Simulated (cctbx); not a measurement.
## Absolute structure of Nd4Nb3

Space group I-43d (no. 220), a = 9.0050 Å, b = 9.0050 Å, c = 9.0050 Å, α = 90.00°, β = 90.00°, γ = 90.00°.

```
atom  mult.       x       y       z  Ueq (Å²)
 Nd1     16  0.1774  0.6774  0.8226    0.0164
 Nb1     12       0     3/4     1/8    0.0171
```

The model was made for the exercise: a known structure type with other elements put in, its volume estimated, not relaxed; displacement parameters are assumed.

Data sets are simulated with cctbx and refined with Bijvoet mates kept apart; Flack x is then fitted as the share of an inverted twin with the atoms fixed, Hooft y from the Bijvoet differences. The group is acentric but holds improper operations, so there is an absolute structure (orientation) and no hand.

Untwinned crystal. What Flack and Hooft values should come out?

```
  λ (Å)  extinction (unmodelled)  d min (Å)  top counts  error (%)     model      R1  Flack x   s.u.  Hooft y   s.u.  pairs
0.71073                      0.1       0.77       20000        1.5  as given  0.0043    0.011  0.011    0.008  0.009     58
0.71073                      0.1       0.77       20000        1.5  inverted  0.0282    0.988  0.011    0.995  0.009     58
1.54184                        0       0.83       40000          4  as given  0.0046    0.002  0.003    0.001  0.003     45
```

With Mo Kα, x is within 3 s.u. of 0, so the absolute structure is right. With Cu Kα, x is within 3 s.u. of 0, so the absolute structure is right. Inverting the model turns x into about 1 − x.

A further crystal gives:

```
  λ (Å)  extinction (unmodelled)  d min (Å)  top counts  error (%)     model      R1  Flack x   s.u.  Hooft y   s.u.  pairs
0.56087                        0       0.77       70000        1.5  as given  0.0173    0.497  0.006    0.490  0.005     58
```

**Question.** What is it?

It was simulated as an inversion twin with a fraction 0.5 of the inverted domain. Flack x is over 3 s.u. from both 0 and 1 and reads that fraction.

[Logs are printed without paths, hosts, clocks, repeated set-up lines and the standing remarks that a program may print on its own settings, such as how far it seeks lower states.]
